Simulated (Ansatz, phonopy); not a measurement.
**Quasi-harmonic thermodynamics of Cu (Copper, Fm-3m)**

How much does Cu (Copper) expand with temperature?

Experimental results on record:
- heat capacity C_P per formula unit 24.5 J/mol/K near room temperature (given in “High-Throughput Prediction of Finite-Temperature Properties using the Quasi-Harmonic Approximation”, 2016, arXiv:1603.06924)

Main program and level: Ansatz 0.2.0; DFT LDA, scalar-relativistic, plane waves, PAW, in the first sound run; inputs show where later runs differ.

Report form: the programs' logs are mostly left out.

**1. The starting structure**

It takes space group Fm-3m (No. 225, cubic). Conventional cell: a = 3.615 Å, b = 3.615 Å, c = 3.615 Å, α = 90.00°, β = 90.00°, γ = 90.00°. Cu has 12 Cu at 2.56 Å nearest.

**2. A first coarse run**

Before spending time, one coarse run tells the gap and the pressure of the starting cell.

Input file input.yaml:

```yaml
crystal:
  lattice:
    - [0.0, 1.8075, 1.8075]
    - [1.8075, 0.0, 1.8075]
    - [1.8075, 1.8075, 0.0]
  atoms:
    - { symbol: Cu, position: [0.0, 0.0, 0.0] }
kpoints:
  mp_grid: { grid: [8, 8, 8] }
hamiltonian:
  xc: lda
scf:
  occupations: { method: gaussian, width: 0.1 }
  lower_state_search: "off"
output:
  forces: true
  stress: true
  eigenvalues: true
```

The run is started by

```console
> ansatz run input.yaml --threads 8 --pin off --max-ram 16384MiB --backend cpu --events-out ev --progress --plain --runs-dir out
```

Elapsed: 0.23 s, on 8 threads of Arm Neoverse V2, shared host; peak memory 0.24 GiB.

This step gave:

```yaml
pressure: -11.69 GPa
volume_per_atom: 11.81 Å³/atom
gap_on_the_k_mesh: 0 eV
```

The start is under -12 GPa at this level and looks like a metal on this mesh.

**3. A loose first relaxation**

The start is far from rest, so a relaxation with loose thresholds first brings it near the minimum.

input.yaml, the sections that differ from step 2:

```yaml
kpoints:
  mp_grid: { grid: [10, 10, 10] }
relax:
  adjacent_minimum: "off"
  f_tol: 0.05
  max_steps: 80
  cell: { stress_tol: 0.5 }
# crystal, hamiltonian, scf, output: as in step 2
```

It took 0.83 s on 8 threads; peak memory 0.28 GiB.

The steps of the relaxation:

```csv
step,energy less that of the first step (eV),largest force component (eV/Å),pressure (GPa),volume (Å³)
1,0.0000,0.0000,-12.39,11.81
2,-0.0300,0.0000,-6.54,11.31
3,-0.0391,0.0000,1.37,10.81
4,-0.0394,0.0000,-0.11,10.89
5*,-0.0387,0.0000,-0.09,10.89
```

Relaxation steps marked * repeat the geometry before them on a plane-wave basis chosen anew for their cell, so energy and pressure can jump there.

```csv
"conventional cell, symmetrised",before,after,change
a (Å),3.615,3.519,-2.7 %
b (Å),3.615,3.519,-2.7 %
c (Å),3.615,3.519,-2.7 %
volume (Å³/atom),11.81,10.89,-7.8 %
```

Final coordinates:

```cif
data_structure
_symmetry_space_group_name_H-M 'P 1'
_symmetry_Int_Tables_number 1
_cell_length_a 2.4882
_cell_length_b 2.4882
_cell_length_c 2.4882
_cell_angle_alpha 60.000
_cell_angle_beta 60.000
_cell_angle_gamma 60.000
_cell_volume 10.89
loop_
_atom_site_label
_atom_site_type_symbol
_atom_site_fract_x
_atom_site_fract_y
_atom_site_fract_z
_atom_site_occupancy
Cu1 Cu 0.00000 0.00000 0.00000 1
```

This step gave:

```yaml
pressure: -0.09050 GPa
volume_per_atom: 10.89 Å³/atom
```

The relaxation ends with a pressure of -0.09 GPa.

**4. Finding the static equilibrium**

Phonons are second derivatives about a minimum, so cell and atoms are relaxed first, inside the symmetry of the start.

input.yaml, the sections that differ from step 3:

```yaml
crystal:
  lattice:
    - [0.0, 1.7594476949, 1.7594476949]
    - [1.7594476949, 0.0, 1.7594476949]
    - [1.7594476949, 1.7594476949, 0.0]
  atoms:
    - { symbol: Cu, position: [0.0, 0.0, 0.0] }
kpoints:
  mp_grid: { grid: [20, 20, 20] }
relax:
  adjacent_minimum: "off"
  f_tol: 0.005
  max_steps: 80
  cell: { stress_tol: 0.05 }
# hamiltonian, scf, output: as in step 3
```

Wall time 1.3 s (8 threads); peak memory 0.33 GiB; 7.2 s of CPU time.

Little changed from the start: no atom moved by 0.005 Å and no cell edge by 0.1 %.

Numbers from this step:

* pressure: -0.04725 GPa

**5. Tight relaxation**

The thresholds are tightened for a last relaxation ahead of the phonons, and where mesh or smearing change with them the cell follows.

Input file input.yaml:

```yaml
crystal:
  lattice:
    - [0.0, 1.7593189915, 1.7593189915]
    - [1.7593189915, 0.0, 1.7593189915]
    - [1.7593189915, 1.7593189915, 0.0]
  atoms:
    - { symbol: Cu, position: [0.0, 0.0, 0.0] }
kpoints:
  mp_grid: { grid: [24, 24, 24] }
hamiltonian:
  xc: lda
scf:
  occupations: { method: methfessel_paxton, width: 0.2 }
  lower_state_search: "off"
output:
  forces: true
  stress: true
  eigenvalues: true
relax:
  adjacent_minimum: "off"
  f_tol: 0.001
  max_steps: 60
  cell: { stress_tol: 0.01 }
```

Wall time 1.7 s (8 threads); peak memory 0.37 GiB; 11 s of CPU time.

Little changed from the start: no atom moved by 0.005 Å and no cell edge by 0.1 %.

Numbers from this step:

| Item | Value |
| --- | --- |
| pressure | -0.007797 GPa |

The residual pressure is -0.0078 GPa, small enough for phonons.

**6. Phonons on strained cells**

The study relaxes the crystal at several strains, solves the phonons on some of them and minimises the free energy at each temperature (static energy, vibrations, the electrons in a metal, and PV under a set pressure); the q-mesh sets how far the force constants reach.

input.yaml, the sections that differ from step 5:

```yaml
crystal:
  lattice:
    - [0.0, 1.7592976432, 1.7592976432]
    - [1.7592976432, 0.0, 1.7592976432]
    - [1.7592976432, 1.7592976432, 0.0]
  atoms:
    - { symbol: Cu, position: [0.0, 0.0, 0.0] }
output:
  eigenvalues: true
phonons:
  method: dfpt
  qmesh: [3, 3, 3]
  temperatures: { t_max: 1200.0, t_step: 50 }
  thermal_expansion: {}
# kpoints, hamiltonian, scf: as in step 5
# relax: removed
```

Run time: 7.1 min. Hardware: 8 threads; peak memory 3.5 GiB.

Numbers from this step:

```yaml
pressure: -0.03854 GPa
volume_expansion_coefficient_at_298_k: 41.94 1e-6/K
c_p_at_298_k: 24.23 J/mol-atom/K
entropy_at_298_k: 31.38 J/mol-atom/K
isothermal_bulk_modulus_at_298_k: 176.2 GPa
grueneisen_parameter_at_298_k: 2.080
volume_at_298_k: 11.04 Å³/atom
principal_linear_expansion_coefficients_at_298_k: 13.98, 13.98, 13.98 1e-6/K
```

Strained cells of the study; zero-point energy where phonons were solved; the pressures are stresses at a fixed cutoff and can carry an offset from the finite basis. Expansion cells, by row:

```csv
cell,|a| (Å),|b| (Å),|c| (Å),V (Å³/atom),E - E_lowest (meV/atom),"pressure, compression positive (GPa)",gap (eV),zero-point energy (meV/atom)
1,2.488,2.488,2.488,10.89,0.001,-0.092,-,-
2,2.508,2.508,2.508,11.15,3.642,-4.339,-,-
3,2.468,2.468,2.468,10.63,3.692,4.689,-,-
4,2.488,2.488,2.488,10.89,0,-0.107,-,33.51
5,2.501,2.501,2.501,11.06,1.471,-2.824,-,32.45
6,2.52,2.52,2.52,11.32,9.329,-6.713,-,30.8
7,2.537,2.537,2.537,11.54,20.5,-9.552,-,29.48
8,2.553,2.553,2.553,11.77,35.67,-12.11,-,28.17
9,2.463,2.463,2.463,10.57,5.807,5.966,-,-
10,2.476,2.476,2.476,10.73,1.405,2.819,-,-
11,2.573,2.573,2.573,12.05,59.66,-14.92,-,-
```

Quasi-harmonic; a, b, c are the run's own cell vectors. Expansion, by row:

```csv
T (K),a (Å),b (Å),c (Å),alpha (deg),beta (deg),gamma (deg),cell volume (Å³/cell),alpha_a (1e-6/K),alpha_b (1e-6/K),alpha_c (1e-6/K),alpha_V (1e-6/K),C_P (J/mol-atom/K),C_V (J/mol-atom/K),S (J/mol-atom/K),B_T (GPa),B_S (GPa),Grueneisen,extrapolation,fit error (1e-6/K)
0,2.492,2.492,2.492,60,60,60,10.95,0,0,0,0,0,0,0,185.5,185.5,-,0,0
50,2.493,2.493,2.493,60,60,60,10.95,2.74,2.74,2.74,8.22,5.308,5.304,1.915,185.3,185.5,1.895,0,0
100,2.493,2.493,2.493,60,60,60,10.96,8.29,8.29,8.29,24.86,15.06,14.99,8.886,184.1,185,2.015,0,0.01
150,2.495,2.495,2.495,60,60,60,10.98,11.13,11.13,11.13,33.4,19.84,19.64,16.02,182.3,184.1,2.049,0,0.01
200,2.496,2.496,2.496,60,60,60,11,12.58,12.58,12.58,37.73,22.15,21.81,22.08,180.3,183.1,2.065,0,0.01
250,2.498,2.498,2.498,60,60,60,11.02,13.42,13.42,13.42,40.27,23.44,22.96,27.17,178.2,181.9,2.074,0,0.01
298.1,2.499,2.499,2.499,60,60,60,11.04,13.98,13.98,13.98,41.94,24.23,23.61,31.38,176.2,180.8,2.081,0,0.01
300,2.499,2.499,2.499,60,60,60,11.04,14,14,14,41.99,24.25,23.64,31.52,176.1,180.8,2.081,0,0.01
350,2.501,2.501,2.501,60,60,60,11.06,14.44,14.44,14.44,43.31,24.83,24.07,35.31,174,179.5,2.087,0,0.01
400,2.503,2.503,2.503,60,60,60,11.09,14.8,14.8,14.8,44.41,25.27,24.36,38.65,171.9,178.2,2.092,0,0.01
450,2.505,2.505,2.505,60,60,60,11.11,15.13,15.13,15.13,45.39,25.63,24.58,41.65,169.7,176.9,2.097,0,0.01
500,2.507,2.507,2.507,60,60,60,11.14,15.44,15.44,15.44,46.31,25.95,24.75,44.37,167.5,175.6,2.102,0,0.01
550,2.509,2.509,2.509,60,60,60,11.16,15.73,15.73,15.73,47.19,26.24,24.88,46.86,165.2,174.3,2.107,0,0.01
600,2.511,2.511,2.511,60,60,60,11.19,16.02,16.02,16.02,48.06,26.51,24.99,49.15,163,172.9,2.112,0,0.02
650,2.513,2.513,2.513,60,60,60,11.22,16.31,16.31,16.31,48.92,26.77,25.08,51.28,160.7,171.5,2.117,0,0.02
700,2.515,2.515,2.515,60,60,60,11.25,16.6,16.6,16.6,49.8,27.02,25.16,53.28,158.3,170.1,2.122,0,0.02
750,2.517,2.517,2.517,60,60,60,11.27,16.9,16.9,16.9,50.7,27.28,25.24,55.15,156,168.6,2.128,0,0.03
800,2.519,2.519,2.519,60,60,60,11.3,17.21,17.21,17.21,51.63,27.53,25.3,56.92,153.6,167.2,2.134,0,0.03
850,2.521,2.521,2.521,60,60,60,11.33,17.53,17.53,17.53,52.58,27.79,25.36,58.6,151.2,165.7,2.14,0,0.03
900,2.523,2.523,2.523,60,60,60,11.36,17.86,17.86,17.86,53.58,28.05,25.42,60.19,148.8,164.2,2.146,0,0.03
950,2.526,2.526,2.526,60,60,60,11.39,18.2,18.2,18.2,54.61,28.32,25.47,61.72,146.3,162.6,2.152,0,0.04
1000,2.528,2.528,2.528,60,60,60,11.42,18.56,18.56,18.56,55.69,28.59,25.52,63.17,143.8,161.1,2.159,0,0.03
1050,2.53,2.53,2.53,60,60,60,11.46,18.94,18.94,18.94,56.82,28.88,25.57,64.58,141.3,159.5,2.165,0,0.03
1100,2.533,2.533,2.533,60,60,60,11.49,19.34,19.34,19.34,58.01,29.17,25.62,65.93,138.7,157.9,2.172,0,0.02
1150,2.535,2.535,2.535,60,60,60,11.52,19.75,19.75,19.75,59.25,29.48,25.67,67.23,136.1,156.3,2.18,0,0.02
1200,2.538,2.538,2.538,60,60,60,11.56,20.19,20.19,20.19,60.57,29.8,25.71,68.49,133.4,154.7,2.188,0,0.04
```

Table of expansion coefficient by temperature; values in 1e-6/K:

```csv
temperature (K),volume,principal 1
0,0,0
50,8.22,2.74
100,24.9,8.29
150,33.4,11.1
200,37.7,12.6
250,40.3,13.4
298,41.9,14.0
300,42.0,14
350,43.3,14.4
400,44.4,14.8
450,45.4,15.1
500,46.3,15.4
550,47.2,15.7
600,48.1,16.0
650,48.9,16.3
700,49.8,16.6
750,50.7,16.9
800,51.6,17.2
850,52.6,17.5
900,53.6,17.9
950,54.6,18.2
1000,55.7,18.6
1050,56.8,18.9
1100,58.0,19.3
1150,59.2,19.8
1200,60.6,20.2
```

At 298 K the volume expansion is 41.9 × 10⁻⁶/K and B_T is 176 GPa. The q-mesh is coarse, so this is a first estimate. The program raised the cutoff to 487.2 eV by itself: with no cutoff typed, the study takes about 1.16 times the default for its relaxations and scales it with the volume for the phonons.

**7. Quasi-harmonic fit by phonopy**

This step: DFT LDA, scalar-relativistic, plane waves, PAW (phonopy 4.10.0).

This step gave:

```yaml
volume_expansion_coefficient_at_300_k: 41.94 1e-6/K
isothermal_bulk_modulus_at_300_k: 176.1 GPa
c_p_at_300_k: 24.33 J/mol-atom/K
grueneisen_parameter_at_300_k: 2.096
```

Table of energy (each curve on its own zero) by volume; values in meV/atom:

```csv
volume (Å³/atom),static,F at 0 K,F at 300 K,F at 1200 K
10.891,0,2.63,6.68,25.4
11.056,1.47,3.04,5.57,17.1
11.320,9.33,9.25,9.26,9.11
11.540,20.5,19.1,16.9,6.98
11.765,35.7,33.0,28.5,8.45
```

Phonopy-qha, vinet fit of F(V) at each temperature. Qha vinet, by row:

```csv
T (K),fitted volume (Å³/atom),alpha_V (1e-6/K),B_T (GPa),C_P (J/mol-atom/K),Grueneisen
100,10.96,23.45,183.9,14.61,1.909
150,10.98,32.74,182.1,19.82,2.018
200,11,37.46,180.2,22.23,2.062
250,11.02,40.15,178.2,23.52,2.083
300,11.04,41.94,176.1,24.33,2.096
350,11.06,43.29,174,24.89,2.106
400,11.09,44.4,171.8,25.32,2.115
450,11.11,45.38,169.7,25.68,2.123
500,11.14,46.3,167.5,25.99,2.131
550,11.16,47.18,165.2,26.27,2.139
600,11.19,48.05,163,26.54,2.148
650,11.22,48.92,160.7,26.79,2.156
700,11.25,49.79,158.4,27.04,2.164
750,11.27,50.69,156,27.3,2.173
800,11.3,51.62,153.7,27.55,2.182
850,11.33,52.57,151.3,27.8,2.191
900,11.36,53.56,148.8,28.06,2.201
950,11.39,54.59,146.4,28.33,2.21
1000,11.42,55.67,143.9,28.6,2.22
1050,11.46,56.79,141.4,28.89,2.231
1100,11.49,57.97,138.8,29.18,2.241
1150,11.52,59.21,136.2,29.49,2.252
```

The volume expansion coefficient by temperature; values in 1e-6/K:

```csv
temperature (K),"phonopy-qha, Vinet",Ansatz's own study
100,23.4,24.9
150,32.7,33.4
200,37.5,37.7
250,40.1,40.3
300,41.9,42.0
350,43.3,43.3
400,44.4,44.4
450,45.4,45.4
500,46.3,46.3
550,47.2,47.2
600,48.0,48.1
650,48.9,48.9
700,49.8,49.8
750,50.7,50.7
800,51.6,51.6
850,52.6,52.6
900,53.6,53.6
950,54.6,54.6
1000,55.7,55.7
1050,56.8,56.8
1100,58.0,58.0
1150,59.2,59.2
```

The fit gives a volume expansion of 41.9 × 10⁻⁶/K at 300 K, against 41.9 at 298 K from the study itself, whose static fit uses more cells.

**8. Phonons on strained cells, q-mesh 6×6×6**

Thermal expansion follows from how the free energy of the vibrations (and of the electrons in a metal) changes with strain, so the program makes strained cells, their phonons and a fit in one run.

This step: DFT LDA, scalar-relativistic, plane waves, PAW (Ansatz 0.2.0).

Changes to input.yaml since step 6:

```diff
@@ -18,3 +18,3 @@
   method: dfpt
-  qmesh: [3, 3, 3]
+  qmesh: [6, 6, 6]
   temperatures: { t_max: 1200.0, t_step: 50 }
```

Elapsed: 32 min, on 8 threads; peak memory 6.4 GiB.

The run was cut off at its time limit.

**9. A new level, relaxed again**

The functional, the potentials or the cutoff change, so the crystal is relaxed again at the new setting.

This step: DFT PBE, scalar-relativistic, plane waves, PAW (Ansatz 0.2.0).

input.yaml, the sections that differ from step 8:

```yaml
hamiltonian:
  xc: pbe
output:
  forces: true
  stress: true
  eigenvalues: true
relax:
  adjacent_minimum: "off"
  f_tol: 0.001
  max_steps: 60
  cell: { stress_tol: 0.01 }
# crystal, kpoints, scf: as in step 8
# phonons: removed
```

Run time: 4.5 s. Hardware: 8 threads; peak memory 0.39 GiB; 29 s of CPU time.

Step by step:

```csv
step,energy less that of the first step (eV),largest force component (eV/Å),pressure (GPa),volume (Å³)
1,0.0000,0.0000,16.66,10.89
2,-0.0350,0.0000,8.47,11.35
3,-0.0495,0.0000,1.21,11.86
4,-0.0498,0.0000,-0.01,11.96
5,-0.0498,0.0000,0.00,11.96
6*,-0.0505,0.0000,-0.07,11.96
7,-0.0505,0.0000,0.00,11.96
8*,-0.0505,0.0000,0.00,11.96
```

Relaxation steps marked * repeat the geometry before them on a plane-wave basis chosen anew for their cell, so energy and pressure can jump there.

```csv
"conventional cell, symmetrised",before,after,change
a (Å),3.519,3.630,+3.2 %
b (Å),3.519,3.630,+3.2 %
c (Å),3.519,3.630,+3.2 %
volume (Å³/atom),10.89,11.96,+9.8 %
```

The relaxed structure:

```
Cu
1.0
     0.00000    1.81491    1.81491
     1.81491    0.00000    1.81491
     1.81491    1.81491    0.00000
Cu
1
Cartesian
  0.0000 0.0000 0.0000
```

This step gave:

* pressure: 7.51e-4 GPa
* volume per atom: 11.96 Å³/atom

The residual pressure is 7.5e-4 GPa, small enough for phonons.

**10. The quasi-harmonic study, q-mesh 4×4×4**

input.yaml, the sections that differ from step 9:

```yaml
crystal:
  lattice:
    - [0.0, 1.81490847, 1.81490847]
    - [1.81490847, 0.0, 1.81490847]
    - [1.81490847, 1.81490847, 0.0]
  atoms:
    - { symbol: Cu, position: [0.0, 0.0, 0.0] }
output:
  eigenvalues: true
phonons:
  method: dfpt
  qmesh: [4, 4, 4]
  temperatures: { t_max: 1200.0, t_step: 50 }
  thermal_expansion: {}
# kpoints, hamiltonian, scf: as in step 9
# relax: removed
```

Wall time 18 min (8 threads); peak memory 6.8 GiB.

The run was cut off at its time limit.

**11. Results**

* settings of these figures: LDA, 487.2 eV, k 24×24×24, q 3×3×3
* volume expansion coefficient at 298 K: 41.94 1e-6/K
* C_P at 298 K: 24.23 J/mol-atom/K
* entropy at 298 K: 31.38 J/mol-atom/K
* isothermal bulk modulus at 298 K: 176.2 GPa
* Grüneisen parameter at 298 K: 2.080
* volume at 298 K: 11.04 Å³/atom
* principal linear expansion coefficients at 298 K: 13.98, 13.98, 13.98 1e-6/K

In words: Near room temperature Cu (Copper) expands by 41.9 × 10⁻⁶/K in volume by LDA, with C_P = 24.2 J/(mol K) per mole of atoms and B_T = 176 GPa. The q-mesh is coarse, and the expansion can converge slowly with it. C_P at room temperature is 97 % of the classical 3R an atom; C_V is 95 %, and the rest is expansion work. In this metal the study includes the electrons' free energy, which adds a term that grows with temperature, so the heat capacities need not level off at 3R. A measured heat capacity per formula unit near room temperature is 24.5 J/mol/K (arXiv:1603.06924); the calculated 24.2 J/mol/K differs by -1 %. The PAW files were made for PBE and are used here under another functional, for which the program regenerates the frozen cores. The cell of these runs is 8 % smaller in volume than the database cell; frequencies and all that rests on them shift with it.

[Logs are printed without paths, hosts, clocks, repeated set-up lines and the standing remarks that a program may print on its own settings, such as how far it seeks lower states.]

[Hosts, paths, dates, database ids (printed as entryN), source tags and the programs' standing remarks are cut or masked in the printed files.]

[A step with changed settings may run another functional than the one named; its input shows which.]
